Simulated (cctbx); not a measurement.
# TlRu with cctbx, script by script

Library: cctbx 2025.11. The data are simulated by the first script.

## 1. Simulate the data

run.py:

```python
from cctbx import adptbx, crystal, miller, sgtbx, xray
from cctbx.array_family import flex
from iotbx.shelx import hklf
from scitbx import matrix
import scitbx.random

cs = crystal.symmetry(unit_cell=(3.028, 3.028, 4.561, 90, 90, 120), space_group_symbol='Hall: P -6 2')  # P-6m2
atoms = [  # label, site, U (iso, or U11 U22 U33 U12 U13 U23 in A^2), occupancy
    ("Tl1", (2/3, 1/3, 0), (0.0180, 0.0180, 0.0223, 0.0090, -0.0000, -0.0000), 1),
    ("Ru1", (0, 0, 0.5), (0.0308, 0.0308, 0.0372, 0.0154, -0.0000, 0.0000), 1),
]
xs = xray.structure(crystal_symmetry=cs)
for label, site, u, occ in atoms:
    u = adptbx.u_cif_as_u_star(cs.unit_cell(), u) if isinstance(u, tuple) else u
    xs.add_scatterer(xray.scatterer(label, site=site, u=u, occupancy=occ))
xs.set_inelastic_form_factors(0.4959, "sasaki")
xs.show_summary()
p1 = xs.expand_to_p1()
ms = miller.build_set(p1, anomalous_flag=True, d_min=0.7)
flex.set_random_seed(18395)
scitbx.random.set_random_seed(18395)
ms = ms.select(flex.random_double(ms.size()) < 0.8)
i = ms.structure_factors_from_scatterers(p1, algorithm="direct").f_calc().as_intensity_array().data()
i = i * 40000 / flex.max(i)
sig = flex.sqrt(i + flex.pow2(0.02 * i) + 4 ** 2)
noise = scitbx.random.variate(scitbx.random.normal_distribution())(i.size())
data = ms.array(data=i + sig * noise, sigmas=sig).set_observation_type_xray_intensity()
with open("data.hkl", "w") as f:
    data.export_as_shelx_hklf(f)
print("reflections written:", data.size(), " <I/sigma> = %.1f" % flex.mean(data.data() / data.sigmas()))
for h, a, b in list(data.sort("data"))[:12]:
    print("%4d%4d%4d %9.1f %7.1f" % (h + (a, b)))
```

```console
$ python run.py
```

```text
Number of scatterers: 2
At special positions: 2
Unit cell: (3.028, 3.028, 4.561, 90, 90, 120)
Space group: P -6 m 2 (No. 187)
reflections written: 350  <I/sigma> = 38.4
   0   0   2   40867.1   824.6
   0   0  -2   40452.8   824.6
   1   0   1   32831.2   668.8
  -1   0   1   32441.8   663.6
   0  -1  -1   32400.6   668.8
   1  -1  -1   32004.2   663.6
   1  -1   1   31248.8   663.6
   0   1   1   31088.8   663.6
   1   0  -1   30805.3   668.8
   1   1   0   25507.4   523.1
   2  -1   0   25387.8   523.1
  -2   1   0   25264.0   523.1
```

It took 0.32 s on 1 thread of Arm Neoverse V1 (shared host), peak memory 0.07 GiB.

## 2. Symmetry

run.py:

```python
from cctbx import crystal, sgtbx, statistics
from cctbx.array_family import flex
from iotbx.shelx import hklf

p1 = crystal.symmetry(unit_cell=(3.028, 3.028, 4.561, 90, 90, 120), space_group_symbol="P 1")
raw = hklf.reader(file_name="data.hkl").as_miller_arrays(crystal_symmetry=p1, anomalous=True)[0]
print(raw.size(), "reflections to d = %.3f A" % raw.d_min())
isig = raw.data() / raw.sigmas()
print("centring   violations  <I/sigma> of those")
best = "P"
for c in "ABCIRF":
    a = raw.customized_copy(space_group_info=sgtbx.space_group_info("Hall: %s 1" % c)).sys_absent_flags().data()
    m = flex.mean(isig.select(a))
    print("%5s %10d of %5d %8.1f" % (c, (isig.select(a) > 4).count(True), a.count(True), m))
    if (isig.select(a) > 4).count(True) < 0.01 * a.count(True):
        best = c
raw = raw.select(~raw.customized_copy(space_group_info=sgtbx.space_group_info("Hall: %s 1" % best)).sys_absent_flags().data())
isig = raw.data() / raw.sigmas()
rows = []
for s in sgtbx.space_group_symbol_iterator():
    g = sgtbx.space_group(s)
    if g.conventional_centring_type_symbol() != best or not g.is_compatible_unit_cell(p1.unit_cell(), 1e-3, 0.02):
        continue
    rows.append((s, g))
print("Laue class    unique    Rint  (classes that these axes allow; Friedel mates merged)")
rint = {}
for s, g in rows:
    laue = g.build_derived_patterson_group()
    key = laue.type().hall_symbol()
    if key not in rint:
        m = raw.customized_copy(space_group_info=laue.info(), anomalous_flag=False).merge_equivalents()
        rint[key] = m.r_int()
        print("%-14s %6d %7.3f" % (laue.type().lookup_symbol(), m.array().size(), m.r_int()))
floor = min(rint.values())
good = [(s, g) for s, g in rows if rint[g.build_derived_patterson_group().type().hall_symbol()] < 2 * floor + 0.03]
top = max(g.build_derived_patterson_group().order_z() for s, g in good)
print("space group    extra absences  I>4sigma  <I/sigma>")
for s, g in good:
    laue = g.build_derived_patterson_group()
    if laue.order_z() != top:
        continue
    a = raw.customized_copy(space_group_info=g.info()).sys_absent_flags().data()
    a &= ~raw.customized_copy(space_group_info=laue.info()).sys_absent_flags().data()
    bad = (isig.select(a) > 4).count(True)
    if bad <= 0.03 * a.count(True):
        print("%-16s %8d %10d %9s  %s" % (s.universal_hermann_mauguin(), a.count(True), bad, "%.1f" % flex.mean(isig.select(a)) if a.count(True) else "-", "centric" if g.is_centric() else "acentric"))
laue = max(good, key=lambda t: t[1].build_derived_patterson_group().order_z())[1].build_derived_patterson_group()
f = raw.customized_copy(space_group_info=laue.info(), anomalous_flag=False).merge_equivalents().array().eliminate_sys_absent().f_sq_as_f()
f.set_observation_type_xray_amplitude()
bins = max(3, min(8, f.size() // 12))
f.setup_binner(n_bins=bins)
w = statistics.wilson_plot(f, {e: n / laue.order_z() for e, n in {'Tl': 1.0, 'Ru': 1.0}.items()}, e_statistics=True)
print("Wilson B = %.2f A^2   <|E^2-1|> = %.3f (0.968 centric, 0.736 acentric)   E^2>4: %.1f %%" % (w.wilson_b, w.mean_e_sq_minus_1, w.percent_e_sq_gt_2))
print("shell (A)         n   <I/sigma>")
m = raw.customized_copy(space_group_info=laue.info(), anomalous_flag=False).merge_equivalents().array().eliminate_sys_absent()
for b in m.setup_binner(n_bins=bins).range_used():
    sel = m.binner().selection(b)
    print("%5.2f - %4.2f %6d %8.1f" % (min(m.binner().bin_d_range(b)[0] if m.binner().bin_d_range(b)[0] > 0 else 99, 99), m.binner().bin_d_range(b)[1], sel.count(True), flex.mean((m.data() / m.sigmas()).select(sel))))
```

```console
$ python run.py
```

```text
350 reflections to d = 0.718 A
centring   violations  <I/sigma> of those
    A        178 of   178     38.6
    B        175 of   175     38.2
    C        177 of   177     38.3
    I        170 of   170     38.5
    R        243 of   243     38.7
    F        265 of   265     38.4
Laue class    unique    Rint  (classes that these axes allow; Friedel mates merged)
P -1              209   0.016
P 1 1 2/m         125   0.017
P -3               77   0.018
P -3 1 m           51   0.019
P -3 m 1           58   0.018
P 6/m              46   0.019
P 6/m m m          39   0.019
space group    extra absences  I>4sigma  <I/sigma>
P 6 2 2                 0          0         -  acentric
P 6 m m                 0          0         -  acentric
P -6 m 2                0          0         -  acentric
P -6 2 m                0          0         -  acentric
P 6/m m m               0          0         -  centric
Wilson B = 1.79 A^2   <|E^2-1|> = 0.605 (0.968 centric, 0.736 acentric)   E^2>4: 0.0 %
shell (A)         n   <I/sigma>
 4.56 - 1.03     16     99.5
 1.03 - 0.82     11    111.2
 0.82 - 0.72     12     89.9
```

Time: 0.35 s.

## 3. Charge flipping

run.py:

```python
import itertools
from cctbx import crystal, maptbx
from cctbx.array_family import flex
from iotbx.shelx import hklf
from smtbx.ab_initio import charge_flipping as cf

cs = crystal.symmetry(unit_cell=(3.028, 3.028, 4.561, 90, 90, 120), space_group_symbol='Hall: P -6 2')  # P-6m2
raw = hklf.reader(file_name="data.hkl").as_miller_arrays(crystal_symmetry=cs, anomalous=True)[0]
merged = raw.eliminate_sys_absent().merge_equivalents()
fo2 = merged.array().set_observation_type_xray_intensity()
f = fo2.average_bijvoet_mates().f_sq_as_f().resolution_filter(d_min=0.9)
p1 = f.expand_to_p1()
p1.setup_binner_counting_sorted(reflections_per_bin=max(40, p1.size() // 12))
work = p1.array(data=p1.data() / p1.amplitude_quasi_normalisations().data())
flex.set_random_seed(30893)
it = cf.weak_reflection_improved_iterator(delta=None, weak_reflection_fraction=0.2)
it.start(work, phases=flex.random_double(p1.size()) * 6.2832, f_000=0)
it.delta = 1 * it.rho_map.sigma()
print("cycle      R  skewness")
for n, st in enumerate(itertools.islice(it, 300)):
    if n % 25 == 0:
        print("%5d %6.3f %8.2f" % (n, st.r1_factor(), st.rho_map.skewness()))
rho = p1.phase_transfer(it.f_calc).fft_map().apply_volume_scaling()
polish = cf.low_density_elimination_iterator(constant_rho_c=rho.sigma())
polish.start(f_obs=p1, phases=it.f_calc, f_000=0)
for _ in range(8):
    next(polish)
print("origin shift          correlation  skewness")
maps = []
for fc, shift, cc in itertools.islice(cf.f_calc_symmetrisations(f, polish.f_calc, 0), 4):
    m = f.phase_transfer(fc).fft_map(symmetry_flags=maptbx.use_space_group_symmetry, resolution_factor=0.25).apply_sigma_scaling()
    maps.append((m.skewness(), cc, m))
    print("%6.3f %6.3f %6.3f %10.3f %9.2f" % (tuple(shift) + (cc, m.skewness())))
skew, cc, m = max((t for t in maps if t[1] > maps[0][1] - 0.04), key=lambda t: t[0])
print("taken: symmetry correlation %.3f, skewness %.2f" % (cc, skew))
peaks = m.peak_search(parameters=maptbx.peak_search_parameters(min_distance_sym_equiv=0.9, max_clusters=7)).all()
sps = cs.special_position_settings(min_distance_sym_equiv=0.5)
print("peak      x       y       z  mult  height/sigma")
for k, (x, h) in enumerate(zip(peaks.sites(), peaks.heights())):
    ss = sps.site_symmetry(x)
    print("Q%-3d %7.4f %7.4f %7.4f %4d %8.1f" % ((k + 1,) + tuple(t % 1 for t in ss.exact_site()) + (ss.multiplicity(), h)))
```

```console
$ python run.py
```

```text
cycle      R  skewness
    0  0.460     0.24
   25  0.244     3.52
   50  0.240     3.41
   75  0.213     3.29
  100  0.227     3.04
  125  0.229     3.08
  150  0.213     3.15
  175  0.225     3.11
  200  0.225     3.17
  225  0.230     3.23
  250  0.210     2.94
  275  0.225     3.15
origin shift          correlation  skewness
 0.097  0.683  0.307      0.878     -0.02
 0.014  0.284  0.194      0.978      3.58
-0.003  0.009  0.310      0.891      0.07
 0.189  0.217  0.313      0.890      0.25
taken: symmetry correlation 0.978, skewness 3.58
peak      x       y       z  mult  height/sigma
Q1    0.6667  0.3333  0.0000    1      9.8
Q2    0.3333  0.6667  0.5000    1      7.9
Q3    0.0000  0.0000  0.1831    2      2.9
Q4    0.0000  0.0000  0.5000    1      1.0
Q5    0.1333  0.2667  0.3750    6      0.8
Q6    0.6667  0.3333  0.5000    1      0.5
Q7    0.3333  0.6667  0.0000    1      0.4
```

Time: 0.36 s.

## 4. Refinement (model from the peaks)

run.py:

```python
import math
from cctbx import adptbx, crystal, maptbx, sgtbx, xray
from cctbx.array_family import flex
from cctbx.xray import observations
from iotbx.shelx import hklf
from scitbx.lstbx import normal_eqns_solving
from smtbx import absolute_structure, utils
from smtbx.refinement import constraints, least_squares

cs = crystal.symmetry(unit_cell=(3.028, 3.028, 4.561, 90, 90, 120), space_group_symbol='Hall: P -6 2')  # P-6m2
atoms = [  # label, site, U (iso, or U11 U22 U33 U12 U13 U23 in A^2), occupancy
    ("Ru1", (0.6667, 0.3333, 0), 0.0200, 1),
    ("Tl1", (0.3333, 0.6667, 0.5), 0.0200, 1),
]
xs = xray.structure(crystal_symmetry=cs)
for label, site, u, occ in atoms:
    u = adptbx.u_cif_as_u_star(cs.unit_cell(), u) if isinstance(u, tuple) else u
    xs.add_scatterer(xray.scatterer(label, site=site, u=u, occupancy=occ))
xs.set_inelastic_form_factors(0.4959, "sasaki")
raw = hklf.reader(file_name="data.hkl").as_miller_arrays(crystal_symmetry=cs, anomalous=True)[0]
merged = raw.eliminate_sys_absent().merge_equivalents()
fo2 = merged.array().set_observation_type_xray_intensity()
print("Rint %.3f, %d unique reflections to %.2f A" % (merged.r_int(), fo2.size(), fo2.d_min()))
for sc in xs.scatterers():
    sc.flags.set_grad_site(True)
    sc.flags.set_grad_u_aniso(sc.flags.use_u_aniso())
    sc.flags.set_grad_u_iso(sc.flags.use_u_iso())
obs = fo2.as_xray_observations()
extra = {}
rep = constraints.reparametrisation(xs, [], utils.connectivity_table(xs), **extra)
ls = least_squares.crystallographic_ls(obs, rep, weighting_scheme=least_squares.mainstream_shelx_weighting(a=0, b=0))
print("cycle     R1     wR2    GooF  max shift (A)")
for cycle in range(6):
    ls.build_up()
    r1, wr2, goof = ls.r1_factor(cutoff_factor=2)[0], ls.wR2(), ls.goof()
    old = xs.sites_cart()
    normal_eqns_solving.levenberg_marquardt_iterations(ls, n_max_iterations=3, tau=0.0001, step_threshold=1e-7)
    big = flex.max((xs.sites_cart() - old).norms())
    print("%4d %7.4f %7.4f %7.3f %9.5f" % (cycle + 1, r1, wr2, goof, big))
    ls.build_up(objective_only=True)
    if abs(ls.wR2() - wr2) < 5e-5 and big < 5e-4:
        break
ls.build_up()
print("final R1 %.4f wR2 %.4f GooF %.3f  parameters %d  data/parameter %.1f" % (ls.r1_factor(cutoff_factor=2)[0], ls.wR2(), ls.goof(), ls.n_parameters, fo2.size() / ls.n_parameters))
cov = ls.covariance_matrix_and_annotations()
su = dict(zip(cov.annotations, (math.sqrt(max(v, 0)) for v in cov.matrix.matrix_packed_u_diagonal())))
a2 = cs.unit_cell().reciprocal_parameters()[0] ** -2
print("atom        x        y        z      Ueq    occ   su(xyz)  su(Uiso or U11)")
for sc in xs.scatterers():
    s = max(su.get(sc.label + k, 0) for k in (".x", ".y", ".z"))
    npd = "" if sc.is_positive_definite_u(cs.unit_cell()) else "  NPD"
    print("%-5s %8.5f %8.5f %8.5f %8.4f %6.3f %8.5f %7.4f%s" % ((sc.label,) + sc.site + (sc.u_iso_or_equiv(cs.unit_cell()), sc.occupancy, s, su.get(sc.label + ".uiso", su.get(sc.label + ".u11", 0) * a2), npd)))
fo = fo2.f_sq_as_f()
fc = fo.structure_factors_from_scatterers(xs, algorithm="direct").f_calc()
diff = fo.f_obs_minus_f_calc(1 / math.sqrt(ls.scale_factor()), fc).average_bijvoet_mates()
m = diff.fft_map(symmetry_flags=maptbx.use_space_group_symmetry, resolution_factor=0.25).apply_volume_scaling()
print("difference map: max %.2f min %.2f rms %.2f" % (m.statistics().max(), m.statistics().min(), m.statistics().sigma()))
peaks = m.peak_search(parameters=maptbx.peak_search_parameters(min_distance_sym_equiv=0.6, max_clusters=5)).all()
near = xs.closest_distances(peaks.sites(), distance_cutoff=4)
sps = cs.special_position_settings(min_distance_sym_equiv=0.5)
for k, (x, h) in enumerate(zip(peaks.sites(), peaks.heights())):
    ss = sps.site_symmetry(x)
    print("Q%-3d %7.4f %7.4f %7.4f %4d %7.2f  %.2f A from %s" % ((k + 1,) + tuple(t % 1 for t in ss.exact_site()) + (ss.multiplicity(), h, near.smallest_distances[k], xs.scatterers()[near.i_seqs[k]].label)))
```

```console
$ python run.py
```

```text
Rint 0.017, 63 unique reflections to 0.72 A
cycle     R1     wR2    GooF  max shift (A)
   1  0.0509  0.1620  14.084   0.00000
   2  0.0231  0.0639   5.560   0.00000
final R1 0.0231 wR2 0.0639 GooF 5.560  parameters 2  data/parameter 31.5
atom        x        y        z      Ueq    occ   su(xyz)  su(Uiso or U11)
Ru1    0.66667  0.33333  0.00000   0.0325  1.000  0.00000  0.0009
Tl1    0.33333  0.66667  0.50000   0.0194  1.000  0.00000  0.0004
difference map: max 6.28 min -2.73 rms 0.52
Q1    0.3333  0.6667  0.4036    2    6.30  0.44 A from Tl1
Q2    0.6667  0.3333  0.1012    2    2.35  0.46 A from Ru1
Q3    0.0000  0.0000  0.5000    1    1.04  1.75 A from Tl1
Q4    0.6667  0.3333  0.5000    1    0.90  1.75 A from Tl1
Q5    0.1494  0.2988  0.5000    3    0.73  0.96 A from Tl1
```

Time: 0.52 s.

Figures of merit this high mean that the model is still wrong or incomplete.

## 5. Refinement (anisotropic displacement)

run.py, as its changes from the last script of this kind:

```diff
@@ -12,2 +12,2 @@
-    ("Ru1", (0.6667, 0.3333, 0), 0.0200, 1),
-    ("Tl1", (0.3333, 0.6667, 0.5), 0.0200, 1),
+    ("Ru1", (2/3, 1/3, 0), 0.0325, 1),
+    ("Tl1", (1/3, 2/3, 0.5), 0.0194, 1),
@@ -19,0 +20 @@
+xs.convert_to_anisotropic()
@@ -33 +34 @@
-for cycle in range(6):
+for cycle in range(8):
@@ -37 +38 @@
-    normal_eqns_solving.levenberg_marquardt_iterations(ls, n_max_iterations=3, tau=0.0001, step_threshold=1e-7)
+    normal_eqns_solving.levenberg_marquardt_iterations(ls, n_max_iterations=3, tau=1e-06, step_threshold=1e-7)
@@ -52,0 +54,4 @@
+fc = fo2.structure_factors_from_scatterers(xs, algorithm="direct").f_calc()
+absolute_structure.flack_analysis(xs, fo2.as_xray_observations()).show()
+h = absolute_structure.hooft_analysis(fo2, fc, scale_factor=ls.scale_factor())
+print("Hooft y: %.3f(%.0f)  Bijvoet pairs: %d" % (h.hooft_y, 1000 * h.sigma_y, h.n_bijvoet_pairs))
@@ -58 +63 @@
-peaks = m.peak_search(parameters=maptbx.peak_search_parameters(min_distance_sym_equiv=0.6, max_clusters=5)).all()
+peaks = m.peak_search(parameters=maptbx.peak_search_parameters(min_distance_sym_equiv=0.6, max_clusters=6)).all()
```

```console
$ python run.py
```

```text
Rint 0.017, 63 unique reflections to 0.72 A
cycle     R1     wR2    GooF  max shift (A)
   1  0.0231  0.0639   5.654   0.00000
   2  0.0046  0.0101   0.897   0.00000
final R1 0.0046 wR2 0.0101 GooF 0.897  parameters 4  data/parameter 15.8
atom        x        y        z      Ueq    occ   su(xyz)  su(Uiso or U11)
Ru1    0.66667  0.33333  0.00000   0.0328  1.000  0.00000  0.0002
Tl1    0.33333  0.66667  0.50000   0.0195  1.000  0.00000  0.0001
Flack x: 0.05(7)
Hooft y: 0.060(71)  Bijvoet pairs: 24
difference map: max 0.31 min -0.30 rms 0.09
Q1    0.0000  0.0000  0.5000    1    0.33  1.75 A from Tl1
Q2    0.6667  0.3333  0.5000    1    0.33  1.75 A from Tl1
Q3    0.3333  0.6667  0.0000    1    0.25  1.75 A from Ru1
Q4    0.0000  0.0000  0.3351    2    0.22  1.90 A from Tl1
Q5    0.6667  0.3333  0.3266    2    0.21  1.49 A from Ru1
Q6    0.0000  0.0000  0.0000    1    0.17  1.75 A from Ru1
```

It took 0.53 s on 1 thread of Arm Neoverse V1, on a shared host, peak memory 0.09 GiB.

[Logs are printed without paths, hosts, clocks, repeated set-up lines and the standing remarks that a program may print on its own settings, such as how far it seeks lower states.]
